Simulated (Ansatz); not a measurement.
# ScInSe3 (model cell, started as cubic perovskite with In in the octahedra): following an unstable mode

Aim: this structure of ScInSe3 (model cell, started as cubic perovskite with In in the octahedra) is to be tested for unstable modes, and one is followed downhill.

Calculated with Ansatz 0.2.0; DFT PBEsol, scalar-relativistic, plane waves, PAW; PAW set soft_1.

Report form: the programs' logs are mostly left out.

The structure was built from a prototype and need not be the compound's stable phase.

## (1) Starting point

The structure is cubic, space group Pm-3m (No. 221). Conventional cell: a = 5.114 Å, b = 5.114 Å, c = 5.114 Å, α = 90.00°, β = 90.00°, γ = 90.00°. Nearest to Sc lie 12 Se at 3.62 Å. Nearest to In lie 6 Se at 2.56 Å. Se has 2 In at 2.56 Å and 4 Sc at 3.62 Å nearest. Farther neighbours and most contacts between anions are not listed.

## (2) Phonons on a q mesh

The cell comes from relaxations at this level that are not shown. Stability and thermal properties need the whole zone. Linear response on a 2×2×2 q mesh gives force constants as far as a supercell of that size would.

The input, input.yaml:

```yaml
crystal:
  lattice:
    - [5.1138056482, 0.0, 0.0]
    - [0.0, 5.1138056482, 0.0]
    - [0.0, 0.0, 5.1138056482]
  atoms:
    - { symbol: Sc, position: [0.0, 0.0, 0.0] }
    - { symbol: In, position: [0.5, 0.5, 0.5] }
    - { symbol: Se, position: [0.5, 0.5, 0.0] }
    - { symbol: Se, position: [0.5, 0.0, 0.5] }
    - { symbol: Se, position: [0.0, 0.5, 0.5] }
kpoints:
  mp_grid: { grid: [8, 8, 8] }
hamiltonian:
  xc: pbesol
  pseudopotentials: { kind: paw, azcp: { folder: soft_1 }, xc_functional: pbe }
scf:
  occupations: { method: methfessel_paxton, width: 0.2 }
output:
  eigenvalues: true
phonons:
  method: dfpt
  qmesh: [2, 2, 2]
  temperatures: { t_max: 1000, t_step: 50 }
  qpath:
    path:
      - [[0.0, 0.0, 0.0], [0.0, 0.5, 0.0], [0.5, 0.5, 0.0], [0.0, 0.0, 0.0], [0.5, 0.5, 0.5], [0.0, 0.5, 0.0]]
      - [[0.5, 0.5, 0.5], [0.5, 0.5, 0.0]]
    npoints: 10
```

On the command line:

```
$ ansatz run input.yaml --threads 4 --pin off --max-ram 16384MiB --backend cpu --events-out ev --progress --plain --runs-dir out
```

It took 8.2 min on 4 threads of Arm Neoverse V1, shared host; peak memory 2.1 GiB.

Numbers from this step:

* volume per atom: 26.75 Å³
* gap on the k-mesh: 0 eV
* sum-rule residual before enforcement: 1.51e-5 eV/Å²
* lowest frequency on the path: -190.1 cm⁻¹
* point group: m-3m
* highest frequency on the path or at a solved wavevector: 276.1 cm⁻¹
* highest optical mode at the zone centre (no LO-TO term): 273.9 cm⁻¹
* lowest optical zone-centre mode: -190.1 cm⁻¹
* lowest mode on the q mesh (acoustic modes at Γ apart): -190.1 cm⁻¹

Frequencies (cm⁻¹) solved at each irreducible wavevector; negative means imaginary. Frequencies by wavevector, by row:

| q in reciprocal lattice units | star | mode 1 | mode 2 | mode 3 | mode 4 | mode 13 | mode 14 | mode 15 |
| --- | --- | --- | --- | --- | --- | --- | --- | --- |
| 0 0 0 | 1 | -190.1 | -190.1 | -190.1 | -121.6 | 273.9 | 273.9 | 273.9 |
| 0 0 -0.5 | 3 | -173.8 | -173.8 | -115.9 | -100.7 | 223.3 | 274.1 | 274.1 |
| 0 -0.5 -0.5 | 3 | -178.1 | -178.1 | -143.3 | -106 | 183.6 | 251.4 | 274.3 |
| -0.5 -0.5 -0.5 | 1 | -189.6 | -189.6 | -189.6 | -160 | 181.5 | 181.5 | 268.2 |

Interpolated from a 2×2×2 q mesh. The phonon branches at the labelled points (cm⁻¹):

| point | branch 1 | branch 2 | branch 3 | branch 4 | branch 12 | branch 13 | branch 14 | branch 15 |
| --- | --- | --- | --- | --- | --- | --- | --- | --- |
| Γ | -190 | -190 | -190 | -122 | 0 | 274 | 274 | 274 |
| halfway | -182 | -182 | -154 | -119 | 105 | 257 | 274 | 274 |
| X | -174 | -174 | -116 | -101 | 173 | 223 | 274 | 274 |
| halfway | -176 | -152 | -152 | -133 | 174 | 214 | 264 | 274 |
| M | -178 | -178 | -143 | -106 | 175 | 184 | 251 | 274 |
| halfway | -175 | -167 | -153 | -129 | 115 | 246 | 267 | 274 |
| Γ | -190 | -190 | -190 | -122 | 0 | 274 | 274 | 274 |
| halfway | -174 | -174 | -138 | -134 | 123 | 246 | 246 | 276 |
| R | -190 | -190 | -190 | -160 | 177 | 182 | 182 | 268 |
| halfway | -172 | -165 | -164 | -142 | 175 | 210 | 246 | 275 |
| X | -174 | -174 | -116 | -101 | 173 | 223 | 274 | 274 |
| jump to R | -190 | -190 | -190 | -160 | 177 | 182 | 182 | 268 |
| halfway | -182 | -182 | -159 | -152 | 176 | 182 | 229 | 273 |
| M | -178 | -178 | -143 | -106 | 175 | 184 | 251 | 274 |

Symmetry leaves 4 wavevectors to solve. The lowest mode among them, the acoustic zeros apart, lies at Γ and is imaginary, 190.1i cm⁻¹, so the energy falls along it.

## (3) The mode frozen in, largest atomic shift 0 Å

The mode followed lies at Γ with frequency 190.1i cm⁻¹ and is 3-fold degenerate, the softest among the wavevectors solved. At small amplitude the distorted cell has space group no. 160 by a symmetry search on the positions. The undistorted cell that holds it gives the zero of energy on the same k mesh.

input.yaml, the sections that differ from step 2:

```yaml
output:
  forces: true
  stress: true
  eigenvalues: true
# crystal, kpoints, hamiltonian, scf: as in step 2
# phonons: removed
```

It took 3.7 s on 4 threads; peak memory 0.55 GiB.

Numbers from this step:

```yaml
pressure: 0.006152 GPa
energy_from_the_undistorted_cell: 0 meV/atom
```

The run ends at a pressure of 0.01 GPa.

## (4) The mode frozen in, largest atomic shift 0.6 Å

The atoms are moved along the unstable eigenvector, the largest shift by 0.6 Å, with the cell fixed.

input.yaml, the sections that differ from step 3:

```yaml
crystal:
  lattice:
    - [5.1138056482, 0.0, 0.0]
    - [0.0, 5.1138056482, 0.0]
    - [0.0, 0.0, 5.1138056482]
  atoms:
    - { symbol: Sc, position: [-0.0677401891, 0.0677401891, 0.0677401891] }
    - { symbol: In, position: [0.4971146126, 0.5028853874, 0.5028853874] }
    - { symbol: Se, position: [0.5211911842, 0.4788088158, -0.0003753027] }
    - { symbol: Se, position: [0.5211911842, -0.0003753027, 0.4788088158] }
    - { symbol: Se, position: [0.0003753027, 0.4788088158, 0.4788088158] }
# kpoints, hamiltonian, scf, output: as in step 3
```

Wall time 12 s (4 threads); peak memory 0.59 GiB.

Numbers from this step:

```yaml
pressure: 1.122 GPa
energy_from_the_undistorted_cell: -219.6 meV/atom
```

The energy, extrapolated to zero smearing, is -219.64 meV/atom against the undistorted cell.

The run ends at a pressure of 1.12 GPa, with forces up to 2.0 eV/Å.

## (5) Energy along the mode, all amplitudes (two of the runs are shown above)

An imaginary frequency means negative curvature, so the energy should fall and then rise again as anharmonic terms take over.

Numbers from this step:

| Item | Value |
| --- | --- |
| depth at the lowest point sampled | 219.6 meV/atom |
| largest atomic shift at that point | 0.6 Å |

Energy from the parent against largest atomic shift:

| largest atomic shift (Å) | energy from the parent (meV/atom) |
| --- | --- |
| 0.000 | 0 |
| 0.040 | -1.26 |
| 0.080 | -5.02 |
| 0.140 | -15.2 |
| 0.220 | -36.9 |
| 0.320 | -74.9 |
| 0.450 | -138 |
| 0.600 | -220 |

Displacement at unit largest shift by atom:

| atom | x (Å) | y (Å) | z (Å) | size |
| --- | --- | --- | --- | --- |
| Sc1 | -0.577 | 0.577 | 0.577 | 0.999 |
| In2 | -0.025 | 0.025 | 0.025 | 0.043 |
| Se3 | 0.181 | -0.181 | -0.003 | 0.256 |
| Se4 | 0.181 | -0.003 | -0.181 | 0.256 |
| Se5 | 0.003 | -0.181 | -0.181 | 0.256 |

The lowest of the steps tried is the last one, at 0.6 Å, 220 meV/atom below the parent; the bottom of the well need not coincide with a step.

## (6) Relaxing from the distorted cell

Starting from the lowest point found, all atoms and the cell are let go, so that strain and other modes of the same symmetry can join in.

Edit input.yaml of step 4 so:

```diff
@@ -22 +22,6 @@
   eigenvalues: true
+relax:
+  adjacent_minimum: "off"
+  f_tol: 0.002
+  max_steps: 120
+  cell: { stress_tol: 0.03 }
```

Elapsed: 2.8 min, on 4 threads; peak memory 0.72 GiB; 11 min of CPU time.

The steps of the relaxation:

| step | energy less that of the first step (eV) | largest force component (eV/Å) | pressure (GPa) | volume (Å³) |
| --- | --- | --- | --- | --- |
| 1 | 0.0000 | 1.1683 | 1.12 | 133.73 |
| 2 | -0.6694 | 1.0207 | 1.33 | 136.80 |
| 3 | -1.1225 | 0.3847 | 3.01 | 139.48 |
| 4 | -1.3738 | 0.1143 | 0.52 | 154.31 |
| 5 | -1.4193 | 0.2641 | -0.36 | 160.30 |
| 6 | -1.4506 | 0.0472 | 0.03 | 158.82 |
| 7 | -1.4512 | 0.0475 | -0.16 | 158.50 |
| 8 | -1.4518 | 0.0028 | -0.01 | 158.34 |
| 9 | -1.4518 | 0.0009 | 0.00 | 158.31 |
| 10* | -1.4552 | 0.0008 | 0.03 | 158.31 |
| 11 | -1.4553 | 0.0035 | -0.01 | 158.60 |
| 12 | -1.4553 | 0.0002 | 0.00 | 158.53 |
| 13* | -1.4553 | 0.0002 | 0.00 | 158.53 |

Relaxation steps marked * repeat the geometry before them on a plane-wave basis chosen anew for their cell, so energy and pressure can jump there.

Forces are held to the 6 operations that the run works with; a distortion that breaks them can't arise in this run.

| cell as run | before | after | change |
| --- | --- | --- | --- |
| a (Å) | 5.114 | 5.425 | +6.1 % |
| b (Å) | 5.114 | 5.425 | +6.1 % |
| c (Å) | 5.114 | 5.425 | +6.1 % |
| α (°) | 90.00 | 85.92 | -4.5 % |
| β (°) | 90.00 | 94.08 | +4.5 % |
| γ (°) | 90.00 | 94.08 | +4.5 % |
| volume (Å³/atom) | 26.75 | 31.71 | +18.5 % |

The atoms that moved most (Å, as changes of fractional coordinates times the final cell):

| atom | dx | dy | dz | length |
| --- | --- | --- | --- | --- |
| Sc1 | -0.491 | 0.491 | 0.491 | 0.850 |
| Se5 | 0.144 | -0.118 | -0.118 | 0.221 |
| Se3 | 0.118 | -0.118 | -0.144 | 0.221 |
| Se4 | 0.118 | -0.144 | -0.118 | 0.221 |
| In2 | 0.110 | -0.110 | -0.110 | 0.190 |

The relaxed structure:

```xyz
5
Lattice="5.4186 -0.1898 -0.1898 -0.1898 5.4186 0.1898 -0.1898 0.1898 5.4186" Properties=species:S:1:pos:R:3 pbc="T T T"
Sc   -0.8836    0.8836    0.8836
In    2.6126    2.6162    2.6162
Se    2.8516    2.3772   -0.1545
Se    2.8516   -0.1545    2.3772
Se   -0.0354    2.5670    2.5670
```

Numbers from this step:

```
pressure        : -4.15e-4 GPa
volume per atom : 31.71 Å³
```

The distorted start has space group R3m; the relaxation ends in R3m.

## (7) The new phase in its own primitive cell

The relaxed structure is symmetrised, reduced to its primitive cell and relaxed tightly, as its phonons need.

input.yaml, the sections that differ from step 6:

```yaml
crystal:
  lattice:
    - [3.6973046941, 2.1346398604, 3.347664933]
    - [-3.6973046941, 2.1346398604, 3.347664933]
    - [0.0, -4.2692797209, 3.347664933]
  atoms:
    - { symbol: Sc, position: [0.8476136005, 0.8476136005, 0.8476136005] }
    - { symbol: In, position: [0.5160592936, 0.5160592936, 0.5160592936] }
    - { symbol: Se, position: [0.5414275834, 0.0256040336, 0.5414275834] }
    - { symbol: Se, position: [0.0256040336, 0.5414275834, 0.5414275834] }
    - { symbol: Se, position: [0.5414275834, 0.5414275834, 0.0256040336] }
kpoints:
  mp_grid: { grid: [9, 9, 9] }
relax:
  adjacent_minimum: "off"
  f_tol: 0.001
  max_steps: 60
  cell: { stress_tol: 0.01 }
# hamiltonian, scf, output: as in step 6
```

The job ended after 1.8 min (4 threads; peak memory 0.8 GiB).

Step by step:

| step | energy less that of the first step (eV) | largest force component (eV/Å) | pressure (GPa) | volume (Å³) |
| --- | --- | --- | --- | --- |
| 1 | 0.0000 | 0.0095 | 0.02 | 158.53 |
| 2 | 0.0000 | 0.0084 | 0.00 | 158.74 |
| 3 | 0.0000 | 0.0114 | -0.01 | 158.81 |
| 4 | -0.0001 | 0.0007 | 0.00 | 158.73 |
| 5 | -0.0001 | 0.0008 | 0.00 | 158.73 |
| 6* | -0.0001 | 0.0008 | 0.00 | 158.73 |

Relaxation steps marked * repeat the geometry before them on a plane-wave basis chosen anew for their cell, so energy and pressure can jump there. Relaxation step 3 was tried and not accepted.

Forces are held to the 6 operations that the run works with; a distortion that breaks them can't arise in this run.

| conventional cell, symmetrised | before | after | change |
| --- | --- | --- | --- |
| a (Å) | 7.395 | 7.394 | -0.0 % |
| b (Å) | 7.395 | 7.394 | -0.0 % |
| c (Å) | 10.043 | 10.057 | +0.1 % |
| volume (Å³/atom) | 31.71 | 31.75 | +0.1 % |

This step gave:

| Item | Value |
| --- | --- |
| pressure | 0.001159 GPa |
| volume per atom | 31.75 Å³ |

The largest force component left is 0.76 meV/Å and the pressure is 0.001 GPa, within the tolerances set. The cell now holds 31.75 Å³/atom.

## (8) Modes of the new phase, k-mesh 9×9×9

A relaxed structure may still be a saddle point, so its zone-centre modes are computed. No field response is asked, since the mesh shows no gap.

input.yaml, the sections that differ from step 7:

```yaml
crystal:
  lattice:
    - [3.6970939167, 2.134518168, 3.3523981616]
    - [-3.6970939167, 2.134518168, 3.3523981616]
    - [0.0, -4.2690363361, 3.3523981616]
  atoms:
    - { symbol: Sc, position: [0.8469996393, 0.8469996393, 0.8469996393] }
    - { symbol: In, position: [0.5166588493, 0.5166588493, 0.5166588493] }
    - { symbol: Se, position: [0.5412278478, 0.0260179104, 0.5412278478] }
    - { symbol: Se, position: [0.0260179104, 0.5412278478, 0.5412278478] }
    - { symbol: Se, position: [0.5412278478, 0.5412278478, 0.0260179104] }
output:
  eigenvalues: true
phonons:
  method: dfpt
# kpoints, hamiltonian, scf: as in step 7
# relax: removed
```

Wall time 9.2 min (4 threads); peak memory 7.1 GiB.

This step gave:

- sum-rule residual before enforcement: 8.63e-5 eV/Å²
- point group: 3m
- highest optical mode at the zone centre (no LO-TO term): 278.4 cm⁻¹
- lowest optical zone-centre mode: -65.81 cm⁻¹

Patterns of degenerate modes are one choice out of their space. Modes at Γ, with each element's share of the kinetic energy (negative means imaginary):

| mode | frequency (cm⁻¹) | symmetry | Sc % | In % | Se % |
| --- | --- | --- | --- | --- | --- |
| 1 | -65.8 | A2 | 0 | 0 | 100 |
| 2 | -45.6 | E | 5 | 22 | 74 |
| 3 | -45.6 | E | 5 | 22 | 74 |
| 4 | 0.0 | acoustic | 11 | 29 | 60 |
| 5 | 0.0 | acoustic | 11 | 29 | 60 |
| 6 | 0.0 | acoustic | 11 | 29 | 60 |
| 7 | 8.0 | E | 21 | 24 | 54 |
| 8 | 8.0 | E | 21 | 24 | 54 |
| 9 | 76.9 | A1 | 17 | 47 | 36 |
| 10 | 173.1 | E | 3 | 25 | 72 |
| 11 | 173.1 | E | 3 | 25 | 72 |
| 12 | 192.6 | A1 | 18 | 22 | 60 |
| 13 | 229.8 | E | 60 | 0 | 40 |
| 14 | 229.8 | E | 60 | 0 | 40 |
| 15 | 278.4 | A1 | 54 | 2 | 44 |

Displacements in mode 1 (-65.8 cm⁻¹), the largest set to 1:
```
Sc1  0.00  0.00  0.00
In2  0.00  0.00  0.00
Se3 -0.50 -0.87  0.00
Se4 -0.50  0.87  0.00
Se5  1.00  0.00  0.00
```

Displacements in mode 14 (229.8 cm⁻¹), the largest set to 1:
```
Sc1 -0.03  1.00  0.00
In2  0.00  0.03  0.00
Se3  0.22 -0.09  0.12
Se4 -0.20 -0.08  0.11
Se5  0.00 -0.45 -0.23
```

Before it was imposed, the acoustic sum rule was missed by 8.6e-5 eV/Å². Small misses are needed for a sound result but don't prove that mesh and cutoff are converged. The lowest optical mode is imaginary, 65.8i cm⁻¹, so the energy falls along it.

## (9) Results

```
unstable mode of the parent                                                      : q = (0, 0, 0), 190i cm⁻¹
depth at the lowest point sampled                                                : 220 meV/atom
largest atomic shift at that point                                               : 0.6 Å
space group reached (within 0.01 Å)                                              : R3m
energy gained over the parent (first relaxation, on the mesh of the frozen mode) : 511 meV/atom
volume per atom, phase reached                                                   : 31.7 Å³
lowest optical zone-centre mode, phase reached                                   : -65.8 cm⁻¹
highest optical mode at the zone centre (no LO-TO term), phase reached           : 278 cm⁻¹
```

Along this mode the structure falls into R3m, 511 meV/atom below the parent. At the parent's cell the well is 219.6 meV/atom deep on the steps tried, with its lowest point at a shift of 0.6 Å. That is the last step tried, so the steps alone don't bracket the bottom of the well. Relaxing atoms and cell changes the gain by +291.05 meV/atom against the lowest step (energies at zero smearing). The new phase still has an imaginary mode at the zone centre of its cell, so it is a saddle point on the way to a lower structure. Of the 5 patterns followed to their end from this parent, this one ends 331 meV/atom above the lowest, Amm2. Each path keeps the symmetry of its pattern, so a lower phase may lie along a pattern not tried. With no gap, or one that is small against the smearing, the frequencies hang on the k mesh and the smearing, most of all near Kohn anomalies. The PAW files were made for PBE and serve the other functionals too. A phonon run warned that its eigensolver left some bands unconverged in a pass. The starting cell was built on a prototype and not taken from a measurement, so the phase need not exist.

[Logs are printed without paths, hosts, clocks, repeated set-up lines and the standing remarks that a program may print on its own settings, such as how far it seeks lower states.]

[Hosts, paths, dates, database ids (printed as entryN), source tags and the programs' standing remarks are cut or masked in the printed files.]
